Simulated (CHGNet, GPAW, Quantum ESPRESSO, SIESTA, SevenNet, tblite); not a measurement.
# SIESTA on random packing of S (91 atoms): settings against a plane-wave reference

Aim: run random packing of S (91 atoms) in SIESTA and see how near its forces come to a plane-wave reference, and at what cost.

Main program and level: SIESTA 5.4.2; the method is named at each step.

## Step 1: Set-up

The cell holds 91 atoms: 91 S. Cell: a = 13.938 Å, b = 13.938 Å, c = 13.938 Å, α = 90.0°, β = 90.0°, γ = 90.0°. 91 atoms (91 S) packed at random in a cube at 1.79 g/cm³ and pushed apart as soft spheres; a start for melting by ab initio MD, not an equilibrated structure. Then every atom was moved at random, 0.05 Å r.m.s. a Cartesian component.

The yardstick, on the same geometry:

```
method                 : Kohn-Sham DFT, PBE, SSSP efficiency 1.3.0 pseudopotentials, plane waves (Quantum ESPRESSO 7.5); sssp-pbe-1.3.0-efficiency, cutoffs 45/360 Ry, Γ point
r.m.s. force component : 0.9532 eV/Å
longest force          : 3.225 eV/Å
pressure               : -9.732 GPa
time                   : 21 min on 4 MPI ranks of Arm Neoverse V1, shared host
CPU time               : 85 min
```

## Step 2: PBE, DZP, shift 0.01 Ry, mesh 300 Ry

Method: Kohn-Sham DFT, PBE, PseudoDojo 0.4.1 norm-conserving pseudopotentials (converted to PSML), numerical atomic orbitals (DZP), diagonalisation.

The .psml files are PseudoDojo norm-conserving potentials that we converted to this format, checked against plane waves on the same files for H, C, O, Si, Ge and Ca alone.

Input file input.fdf:

```
SystemLabel cell
NumberOfAtoms 91
NumberOfSpecies 1
%block ChemicalSpeciesLabel
  1 16 S
%endblock ChemicalSpeciesLabel
LatticeConstant 1.0 Ang
%block LatticeVectors
  13.93850 0.00000 0.00000
  0.00000 13.93850 0.00000
  0.00000 0.00000 13.93850
%endblock LatticeVectors
PAO.BasisSize DZP
PAO.EnergyShift 0.01 Ry
XC.Functional GGA
XC.Authors PBE
MeshCutoff 300 Ry
%block kgrid_Monkhorst_Pack
  1 0 0 0.0
  0 1 0 0.0
  0 0 1 0.0
%endblock kgrid_Monkhorst_Pack
SolutionMethod diagon
OccupationFunction FD
ElectronicTemperature 580 K
SCF.Mixer.Method Pulay
SCF.Mixer.Weight 0.15
SCF.Mixer.History 8
SCF.Mix Hamiltonian
MaxSCFIterations 300
SCF.DM.Tolerance 1e-04
SCF.H.Tolerance 1.0e-3 eV
WriteForces T
Write.HirshfeldPop T
Write.VoronoiPop T
Write.DM F
Write.H F
XML.Write F
AtomicCoordinatesFormat Fractional
%block AtomicCoordinatesAndAtomicSpecies
  0.09410 0.14926 0.49891 1
  0.13147 0.51201 0.62510 1
  0.93902 0.95421 0.37280 1
  0.02879 0.72950 0.19074 1
  0.29864 0.08012 0.46792 1
  0.29630 0.16126 0.73942 1
  0.59460 0.37593 0.35455 1
  0.85892 0.24362 0.12194 1
  0.77546 0.64493 0.70717 1
  0.95158 0.95370 0.88582 1
  0.33393 0.78976 0.60524 1
  0.52204 0.13128 0.99893 1
  0.67116 0.46783 0.54689 1
  0.17399 0.52628 0.96202 1
  0.45755 0.48075 0.72320 1
  0.14012 0.76102 0.61298 1
  0.84675 0.50403 0.17211 1
  0.34545 0.90866 0.18481 1
  0.41039 0.66084 0.83833 1
  0.83077 0.72998 0.19905 1
  0.82420 0.27846 0.72902 1
  0.90380 0.79301 0.78812 1
  0.32276 0.48871 0.29958 1
  0.99706 0.74869 0.46637 1
  0.84704 0.08709 0.91182 1
  0.37029 0.21223 0.13425 1
  0.41680 0.69284 0.28385 1
  0.62574 0.22359 0.81479 1
  0.87222 0.43959 0.49692 1
  0.68340 0.64955 0.93314 1
  0.52731 0.92519 0.03937 1
  0.13740 0.93055 0.20167 1
  0.57669 0.41130 0.11804 1
  0.40799 0.02500 0.88255 1
  0.02803 0.06830 0.08302 1
  0.05984 0.31313 0.80434 1
  0.23984 0.29336 0.36220 1
  0.28937 0.54908 0.74420 1
  0.70631 0.93108 0.19078 1
  0.42981 0.63462 0.63138 1
  0.00890 0.54888 0.24640 1
  0.98343 0.23907 0.62722 1
  0.32774 0.36411 0.60347 1
  0.29122 0.69461 0.14831 1
  0.74027 0.96585 0.74231 1
  0.92791 0.93124 0.16040 1
  0.08327 0.64973 0.83204 1
  0.96753 0.60874 0.05129 1
  0.78552 0.23911 0.38841 1
  0.36512 0.50936 0.11031 1
  0.19004 0.12752 0.28234 1
  0.28332 0.10308 0.00558 1
  0.25092 0.73273 0.85515 1
  0.77188 0.80292 0.02473 1
  0.64399 0.05903 0.39528 1
  0.01943 0.07241 0.74065 1
[... 31 atom lines left out ...]
  0.14003 0.98641 0.39258 1
  0.92711 0.47152 0.66075 1
  0.50039 0.89773 0.60481 1
  0.91192 0.42745 0.86144 1
%endblock AtomicCoordinatesAndAtomicSpecies
```

Command:

```sh
> OMP_NUM_THREADS=1 mpirun -np 2 siesta < input.fdf > output.txt
```

Log:

```text
Version         : 5.4.2
reinit: System Name:
reinit: System Label: cell
initatom: Reading input for the pseudopotentials and atomic orbitals ----------
Species number:   1 Atomic number:   16 Label: S
Ground state valence configuration (from tables):   3s02  3p04  3d00  4f00
---- Processing specs for species: S
GGA--PBE XC_GGA_X_PBE--XC_GGA_C_PBE pb
S pseudopotential only contains V_ls up to l=2 -- lmxkb reset.
Using PAO.SplitTailNorm
%block ChemicalSpeciesLabel
    1   16 S                       # Species index, atomic number, species label
%endblock ChemicalSpeciesLabel
%block PAO.Basis                 # Define Basis set
S                     2                    # Species label, number of l-shells
 n=3   0   2                         # n, l, Nzeta
   4.449      3.085
   1.000      1.000
 n=3   1   2 P   1                   # n, l, Nzeta, Polarization, NzetaPol
   5.501      3.851
   1.000      1.000
%endblock PAO.Basis
coor:   Atomic-coordinates input format  =     Fractional
siesta: System type = bulk
initatomlists: Number of atoms, orbitals, and projectors:     91  1183  1638
siesta: ******************** Simulation parameters ****************************
Total number of electrons:   546.000000
Total ionic charge:   546.000000
 Kpoints in:            1 . Kpoints trimmed:            1
siesta: k-grid: Number of k-points = 1
siesta: k-points from Monkhorst-Pack grid
siesta: k-cutoff (effective) =     6.969 Ang
siesta: k-point supercell and displacements
siesta: k-grid:     1     0     0      0.000
siesta: k-grid:     0     1     0      0.000
siesta: k-grid:     0     0     1      0.000
                     ====================================
                        Single-point calculation
                     ====================================
outcell: Unit cell vectors (Ang):
       13.938500    0.000000    0.000000
        0.000000   13.938500    0.000000
        0.000000    0.000000   13.938500
outcell: Cell vector modules (Ang)   :   13.938500   13.938500   13.938500
outcell: Cell angles (23,13,12) (deg):     90.0000     90.0000     90.0000
outcell: Cell volume (Ang**3)        :   2707.9966
new_DM -- step:     1
Initializing Density Matrix...
Attempting to read DM from file... Failed...
DM filled with atomic data:
InitMesh: MESH = 150 x 150 x 150 = 3375000
InitMesh: Mesh cutoff (required, used) =   300.000   320.076 Ry
stepf: Fermi-Dirac step function
        iscf     Eharris(eV)        E_KS(eV)     FreeEng(eV)     dDmax    Ef(eV) dHmax(eV)
   scf:    1   -27102.753839   -27096.113955   -27096.827710  0.785557 -4.494590 14.518245
   scf:    2   -25512.613782   -26701.046575   -26701.842414  1.591835 -4.555405 40.837842
   scf:    3   -26929.827599   -27124.374824   -27125.226406  1.233322 -4.604807 15.056432
   scf:    4   -27140.855243   -27163.746834   -27164.636760  0.551374 -4.636321  5.229822
   scf:    5   -27157.693628   -27166.590754   -27167.478569  0.158629 -4.686718  3.656991
   scf:    6   -27166.331767   -27169.827077   -27170.731327  0.177525 -4.721709  3.050169
   scf:    7   -27168.834550   -27170.672942   -27171.602745  0.096474 -4.783564  1.953372
   scf:    8   -27168.860582   -27170.917023   -27171.858310  0.069877 -4.843420  2.087541
   scf:    9   -27170.869451   -27171.678131   -27172.641966  0.094819 -4.938249  1.253295
   scf:   10   -27170.904217   -27171.810055   -27172.777599  0.073253 -4.980604  0.938388
   scf:   11   -27171.065920   -27171.831215   -27172.793628  0.064940 -4.982691  1.471546
   scf:   12   -27171.870470   -27172.052774   -27173.025509  0.055972 -5.004666  0.719683
[...]
scf:   50   -27172.116030   -27172.116027   -27173.086947  0.000067 -5.015461  0.001983
   scf:   51   -27172.116028   -27172.116028   -27173.086947  0.000067 -5.015468  0.001460
   scf:   52   -27172.116030   -27172.116029   -27173.086948  0.000050 -5.015477  0.001395
   scf:   53   -27172.116031   -27172.116031   -27173.086948  0.000073 -5.015482  0.001435
   scf:   54   -27172.116040   -27172.116036   -27173.086948  0.000039 -5.015490  0.000964
SCF Convergence by DM+H criterion
max |DM_out - DM_in|         :     0.0000391830
max |H_out - H_in|      (eV) :     0.0009635211
SCF cycle converged after 54 iterations
Using DM_out to compute the final energy and forces
siesta: E_KS(eV) =           -27172.1160
siesta: E_KS - E_eggbox =    -27172.1160
siesta: Atomic forces (eV/Ang):
     1    0.006133    0.392601    0.635022
     2   -0.684275   -0.392510   -0.779485
     3    1.076229    0.174365    1.028817
     4   -1.669243   -1.264903    0.042210
     5   -0.818645   -0.504463   -0.983752
     6    0.743560   -0.504450   -0.021389
     7    0.884001   -0.292397    0.333747
     8   -0.426740   -0.535130    0.422225
     9    0.386423    1.155173   -2.811817
    10   -0.420196    0.870627   -0.739939
    11   -0.245951    0.459626   -0.194796
    12   -0.017974   -1.216962    0.485022
[...]
87    0.558503   -1.280938   -1.401227
    88    0.294951    0.852839   -0.846179
    89   -0.385584   -0.459412   -1.290046
    90   -0.592942    0.128087    0.710186
    91    0.616498   -1.520831   -0.923233
----------------------------------------
   Tot   -0.010857   -0.006180   -0.004658
----------------------------------------
   Max    2.815358
   Res    0.886764    sqrt( Sum f_i^2 / 3N )
----------------------------------------
   Max    2.815358    constrained
Stress tensor Voigt[x,y,z,yz,xz,xy] (kbar):      117.39      113.49      122.98        0.05       10.08       -3.61
(Free)E + p*V (eV/cell)   -27372.4499
Target enthalpy (eV/cell)   -27173.0869
siesta: Program's energy decomposition (eV):
siesta: Ebs     =     -5659.134275
siesta: Eions   =     49166.184830
siesta: Ena     =     16221.460327
siesta: Ekin    =      9133.154545
siesta: Enl     =      3707.918895
siesta: DEna    =       499.673924
siesta: DUscf   =        15.514028
siesta: Ex      =     -6913.216625
siesta: Ec      =      -670.436301
siesta: Exc     =     -7583.652925
siesta: Eharris =    -27172.116040
siesta: Etot    =    -27172.116036
siesta: FreeEng =    -27173.086948
siesta: Final energy (eV):
siesta:  Band Struct. =   -5659.134275
siesta:       Kinetic =    9133.154545
siesta:       Hartree =    5082.747648
siesta:         Exch. =   -6913.216625
siesta:         Corr. =    -670.436301
siesta:   Exch.-corr. =   -7583.652925
siesta:  Ion-electron =  -17806.198118
siesta:       Ion-ion =  -15998.167185
siesta:         Total =  -27172.116036
siesta:         Fermi =      -5.015490
siesta: Stress tensor (static) (eV/Ang**3):
siesta:     0.073268   -0.002254    0.006293
siesta:    -0.002254    0.070835    0.000030
siesta:     0.006293    0.000030    0.076757
siesta: Cell volume =       2707.996622 Ang**3
siesta: Pressure (static):
siesta:                Solid            Molecule  Units
siesta:          -0.00080182         -0.00087227  Ry/Bohr**3
siesta:          -0.07362010         -0.08008776  eV/Ang**3
siesta:        -117.95240431       -128.31473300  kBar
    Orbital volume contribution        =          35.784779 eV
    (Free)E + p_basis*V_orbitals       =      -27137.302169 eV
    (Free)Eharris+ p_basis*V_orbitals  =      -27137.302173 eV
Hirshfeld Atomic Populations:
Atom #   charge [q] valence [e]  Species
     1    -0.052512    6.052512  S
     2    -0.002559    6.002559  S
     3    -0.051536    6.051536  S
     4     0.049996    5.950004  S
     5    -0.027685    6.027685  S
     6    -0.105496    6.105496  S
     7     0.110430    5.889570  S
     8     0.007346    5.992654  S
     9     0.023515    5.976485  S
    10     0.043936    5.956064  S
    11     0.026833    5.973167  S
    12     0.017030    5.982970  S
[...]
--------------------
 Total    -0.000061
Voronoi Atomic Populations:
Atom #   charge [q] valence [e]  Species
[...]
87     0.052772    5.947228  S
    88     0.136117    5.863883  S
    89     0.017631    5.982369  S
    90    -0.001783    6.001783  S
    91    -0.007579    6.007579  S
--------------------
 Total    -0.000061
```

The job ended after 4.4 min (2 MPI ranks of Arm Neoverse V1, shared host; peak memory 1.4 GiB; 8.9 min of CPU time).

Banners, paths, timers and routine set-up lines are dropped from the logs unmarked, and long logs keep their key lines alone; longer cuts are marked.

Compared with the plane-wave run:

```yaml
r_m_s_force_component: 0.8868 eV/Å
r_m_s_difference_of_force_components: 100.5 meV/Å
longest_difference_of_force_vectors: 358.9 meV/Å
force_difference_over_r_m_s_force: 10.54 %
slope_of_forces_against_the_reference_s: 0.9272
correlation_of_force_components: 0.9966
pressure: -11.8 GPa
pressure_difference: -2.063 GPa
```

The surroundings of S29, picked at random, nearest first, numbered as they follow in the input and with coordinates relative to it.

| atom | x | y | z | distance (Å) | bonds | Hirshfeld charge (e) | Fx | Fy | Fz (eV/Å) |
| --- | --- | --- | --- | --- | --- | --- | --- | --- | --- |
| S29 | 0.00 | 0.00 | 0.00 | 0.00 | 0 | 0.02 | -0.98 | 0.62 | 1.68 |
| S89 | 0.77 | 0.45 | 2.28 | 2.45 | 0 | 0.02 | -0.39 | -0.46 | -1.29 |
| S67 | -1.56 | 0.48 | -2.11 | 2.67 | 0 | 0.01 | -0.51 | -0.19 | -0.24 |
| S13 | -2.80 | 0.39 | 0.70 | 2.91 | 0 | -0.08 | 1.08 | -0.29 | -1.08 |
| S49 | -1.21 | -2.79 | -1.51 | 3.40 | 0 | -0.04 | 0.42 | -1.12 | -1.11 |
| S69 | 2.99 | 1.93 | -0.70 | 3.62 | 0 | -0.03 | -0.94 | 1.03 | 0.79 |
| S42 | 1.55 | -2.79 | 1.82 | 3.68 | 0 | 0.08 | 0.46 | -0.61 | 1.49 |
| S61 | -1.29 | 3.55 | 0.52 | 3.81 | 0 | -0.03 | 0.42 | -0.94 | 2.82 |
| S21 | -0.67 | -2.25 | 3.24 | 3.99 | 0 | -0.03 | 0.38 | 0.53 | 0.29 |

Forces lie 11 % from the reference's, at 0.10 times its CPU time (on 2 against 4 cores).

## Step 3: PBE, DZ, shift 0.01 Ry, mesh 300 Ry

Method: Kohn-Sham DFT, PBE, PseudoDojo 0.4.1 norm-conserving pseudopotentials (converted to PSML), numerical atomic orbitals (DZ), diagonalisation.

input.fdf: that of step 2 with these lines changed.

```diff
@@ -12,3 +12,3 @@
 %endblock LatticeVectors
-PAO.BasisSize DZP
+PAO.BasisSize DZ
 PAO.EnergyShift 0.01 Ry
```

Command:

```sh
> OMP_NUM_THREADS=1 siesta < input.fdf > output.txt
```

Log:

```text
Version         : 5.4.2
reinit: System Name:
reinit: System Label: cell
initatom: Reading input for the pseudopotentials and atomic orbitals ----------
Species number:   1 Atomic number:   16 Label: S
Ground state valence configuration (from tables):   3s02  3p04  3d00  4f00
---- Processing specs for species: S
GGA--PBE XC_GGA_X_PBE--XC_GGA_C_PBE pb
Using PAO.SplitTailNorm
%block ChemicalSpeciesLabel
    1   16 S                       # Species index, atomic number, species label
%endblock ChemicalSpeciesLabel
%block PAO.Basis                 # Define Basis set
S                     2                    # Species label, number of l-shells
 n=3   0   2                         # n, l, Nzeta
   4.449      3.085
   1.000      1.000
 n=3   1   2                         # n, l, Nzeta
[... lines left out ...]
Total number of electrons:   546.000000
[... lines left out ...]
stepf: Fermi-Dirac step function
        iscf     Eharris(eV)        E_KS(eV)     FreeEng(eV)     dDmax    Ef(eV) dHmax(eV)
[... lines left out ...]
SCF Convergence by DM+H criterion
[... lines left out ...]
SCF cycle converged after 54 iterations
[... lines left out ...]
   Max    2.087178
[... lines left out ...]
   Max    2.087178    constrained
Stress tensor Voigt[x,y,z,yz,xz,xy] (kbar):       81.17       77.22       82.08       -0.32        6.29       -3.11
[... lines left out ...]
Target enthalpy (eV/cell)   -27141.2631
siesta: Program's energy decomposition (eV):
siesta: Ebs     =     -5635.030411
siesta: Eions   =     49166.184830
siesta: Ena     =     16221.460327
siesta: Ekin    =      9186.262265
siesta: Enl     =      3768.891956
siesta: DEna    =       431.489281
siesta: DUscf   =        15.691956
siesta: Ex      =     -6929.164685
siesta: Ec      =      -668.704171
siesta: Exc     =     -7597.868856
siesta: Eharris =    -27140.257901
siesta: Etot    =    -27140.257901
siesta: FreeEng =    -27141.263057
siesta: Final energy (eV):
siesta:  Band Struct. =   -5635.030411
siesta:       Kinetic =    9186.262265
siesta:       Hartree =    5076.950008
siesta:         Exch. =   -6929.164685
siesta:         Corr. =    -668.704171
siesta:   Exch.-corr. =   -7597.868856
siesta:  Ion-electron =  -17807.434133
siesta:       Ion-ion =  -15998.167185
siesta:         Total =  -27140.257901
siesta:         Fermi =      -4.927292
siesta: Stress tensor (static) (eV/Ang**3):
siesta:     0.050660   -0.001941    0.003926
siesta:    -0.001941    0.048198   -0.000198
siesta:     0.003926   -0.000198    0.051231
siesta: Cell volume =       2707.996622 Ang**3
siesta: Pressure (static):
siesta:                Solid            Molecule  Units
siesta:          -0.00054489         -0.00054800  Ry/Bohr**3
siesta:          -0.05002946         -0.05031470  eV/Ang**3
siesta:         -80.15602617        -80.61304424  kBar
    Orbital volume contribution        =          24.044262 eV
    (Free)E + p_basis*V_orbitals       =      -27117.218795 eV
    (Free)Eharris+ p_basis*V_orbitals  =      -27117.218794 eV
Hirshfeld Atomic Populations:
Atom #   charge [q] valence [e]  Species
     1    -0.060393    6.060393  S
     2     0.004648    5.995352  S
     3    -0.042270    6.042270  S
[...]
--------------------
 Total    -0.000038
Voronoi Atomic Populations:
Atom #   charge [q] valence [e]  Species
[...]
90    -0.006018    6.006018  S
    91    -0.000284    6.000284  S
--------------------
 Total    -0.000038
```

Wall time 4.6 min (1 thread); peak memory 0.79 GiB.

Compared with the plane-wave run:

- r.m.s. force component: 0.6805 eV/Å
- r.m.s. difference of force components: 490.6 meV/Å
- longest difference of force vectors: 1823 meV/Å
- force difference over r.m.s. force: 51.47 %
- slope of forces against the reference's: 0.6224
- correlation of force components: 0.8718
- pressure: -8.016 GPa
- pressure difference: 1.716 GPa

This is a coarse setting, run to see what it loses.

Against the first run (11 %), the force difference from the reference is 51 %, at 0.52 times the CPU time (on 1 against 2 cores), with 728 basis functions against 1183: the smaller basis costs accuracy.

## Step 4: PBE, DZP, shift 0.02 Ry, mesh 300 Ry

Method: Kohn-Sham DFT, PBE, PseudoDojo 0.4.1 norm-conserving pseudopotentials (converted to PSML), numerical atomic orbitals (DZP), diagonalisation.

input.fdf: that of step 3 with these lines changed.

```diff
@@ -12,4 +12,4 @@
 %endblock LatticeVectors
-PAO.BasisSize DZ
-PAO.EnergyShift 0.01 Ry
+PAO.BasisSize DZP
+PAO.EnergyShift 0.02 Ry
 XC.Functional GGA
```

Command:

```sh
> OMP_NUM_THREADS=1 mpirun -np 2 siesta < input.fdf > output.txt
```

Log:

```text
Version         : 5.4.2
reinit: System Name:
reinit: System Label: cell
initatom: Reading input for the pseudopotentials and atomic orbitals ----------
Species number:   1 Atomic number:   16 Label: S
Ground state valence configuration (from tables):   3s02  3p04  3d00  4f00
---- Processing specs for species: S
GGA--PBE XC_GGA_X_PBE--XC_GGA_C_PBE pb
S pseudopotential only contains V_ls up to l=2 -- lmxkb reset.
Using PAO.SplitTailNorm
%block ChemicalSpeciesLabel
    1   16 S                       # Species index, atomic number, species label
[... lines left out ...]
stepf: Fermi-Dirac step function
        iscf     Eharris(eV)        E_KS(eV)     FreeEng(eV)     dDmax    Ef(eV) dHmax(eV)
[... lines left out ...]
SCF Convergence by DM+H criterion
[... lines left out ...]
SCF cycle converged after 58 iterations
[... lines left out ...]
   Max    3.191693
[... lines left out ...]
   Max    3.191693    constrained
Stress tensor Voigt[x,y,z,yz,xz,xy] (kbar):      157.63      153.32      163.29        0.62       11.29       -3.52
[... lines left out ...]
siesta: FreeEng =    -27122.082696
[... lines left out ...]
siesta:       Kinetic =    9319.194572
siesta:       Hartree =    5241.404482
siesta:         Exch. =   -6962.976161
siesta:         Corr. =    -672.246266
siesta:   Exch.-corr. =   -7635.222427
siesta:  Ion-electron =  -17850.001257
siesta:       Ion-ion =  -16196.466446
siesta:         Total =  -27121.091076
siesta:         Fermi =      -4.318615
siesta: Stress tensor (static) (eV/Ang**3):
siesta:     0.098384   -0.002198    0.007049
siesta:    -0.002198    0.095697    0.000385
siesta:     0.007049    0.000385    0.101918
siesta: Cell volume =       2707.996622 Ang**3
siesta: Pressure (static):
siesta:                Solid            Molecule  Units
siesta:          -0.00107461         -0.00116533  Ry/Bohr**3
siesta:          -0.09866636         -0.10699603  eV/Ang**3
siesta:        -158.08093794       -171.42654663  kBar
    Orbital volume contribution        =          27.759141 eV
    (Free)E + p_basis*V_orbitals       =      -27094.323555 eV
    (Free)Eharris+ p_basis*V_orbitals  =      -27094.323555 eV
Hirshfeld Atomic Populations:
Atom #   charge [q] valence [e]  Species
     1    -0.056579    6.056579  S
     2    -0.005141    6.005141  S
     3    -0.053641    6.053641  S
[...]
--------------------
 Total    -0.000250
Voronoi Atomic Populations:
Atom #   charge [q] valence [e]  Species
[...]
90    -0.001372    6.001372  S
    91    -0.005039    6.005039  S
--------------------
 Total    -0.000250
```

Wall time 4 min (2 MPI ranks); peak memory 1.2 GiB; 8 min of CPU time.

Numbers from this run, and their distance from the reference:

```yaml
r_m_s_force_component: 1.008 eV/Å
r_m_s_difference_of_force_components: 144.4 meV/Å
longest_difference_of_force_vectors: 507.9 meV/Å
force_difference_over_r_m_s_force: 15.15 %
slope_of_forces_against_the_reference_s: 1.047
correlation_of_force_components: 0.9907
pressure: -15.81 GPa
pressure_difference: -6.076 GPa
```

This run lies far from the reference in forces at the same functional.

Against the first run (11 %), the force difference from the reference is 15 %, at 0.90 times the CPU time.

(Part 1 of 2 ends here.)

[Also dropped from logs without a mark: logging warnings of Python, and SIESTA's first energy breakdown and zero terms.]

[Logs are printed without paths, hosts, clocks, repeated set-up lines and the standing remarks that a program may print on its own settings, such as how far it seeks lower states.]

[Hosts, paths, dates, database ids (printed as entryN), source tags and the programs' standing remarks are cut or masked in the printed files.]
